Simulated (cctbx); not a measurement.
# Lattice, Laue class and space group of a new crystal

Cell: a = 5.4800 Å, b = 5.4800 Å, c = 5.4800 Å, α = 90.00°, β = 90.00°, γ = 90.00°. Expected content of the cell: I3 Ni1 K1.

Simulated single-crystal data (cctbx): Mo Kα, λ = 0.71073 Å, to d = 0.8 Å, 95 % of the full sphere, strongest reflection 40000 counts, noise from counting, a 2 % proportional error and a noise floor of 15 counts (s.d.); no absorption.

A first pass over the reflections prints:

```text
1299 reflections to d = 0.808 A
centring   violations  <I/sigma> of those
    A        514 of   653     15.2
    B        513 of   652     15.4
    C        521 of   653     15.3
    I        652 of   652     29.5
    R        720 of   869     21.7
    F        774 of   979     15.3
Laue class    unique    Rint  (classes that these axes allow; Friedel mates merged)
P -1              675   0.016
P 1 2/m 1         378   0.018
P 1 1 2/m         378   0.019
P 2/m 1 1         377   0.019
P m m m           228   0.020
P 4/m             192   0.020
P 4/m m m         129   0.021
R -3 :R           228   0.020
R -3 m :R         141   0.021
P m -3             78   0.022
P m -3 m           54   0.022
space group    extra absences  I>4sigma  <I/sigma>
P 4 3 2                 0          0         -  acentric
P -4 3 m                0          0         -  acentric
P m -3 m                0          0         -  centric
Wilson B = 1.44 A^2   <|E^2-1|> = 0.748 (0.968 centric, 0.736 acentric)   E^2>4: 0.0 %
shell (A)         n   <I/sigma>
 5.48 - 1.28     19     96.5
 1.28 - 1.02     13    122.6
 1.02 - 0.89     10    105.2
 0.89 - 0.81     12     92.7
```

**Question.** What are the lattice type, the Laue class and the likely space group?

Every centring test has many violations, so the lattice is primitive.

Rint stays low (0.016 to 0.022) up to P m -3 m, the highest class in these axes.

3 settings pass the absence test. No glide or screw absences show, which leaves P 4 3 2, P -4 3 m and P m -3 m.

⟨|E²−1|⟩ = 0.748 leans to a non-centrosymmetric structure. Here that hint misleads: the statistic assumes many like atoms on general positions, and few, heavy or special-position atoms break it. The Wilson B of 1.44 Å² means U ≈ 0.0182 Å².

The true group is Pm-3m (no. 221), Laue class m-3m, centrosymmetric. The tables only narrow the choice to the tied entries; cell content, site symmetry and trial solutions must settle it.

The model was made for the exercise: a known structure type with other elements put in, its volume estimated, not relaxed; displacement parameters are assumed.

[Logs are printed without paths, hosts, clocks, repeated set-up lines and the standing remarks that a program may print on its own settings, such as how far it seeks lower states.]
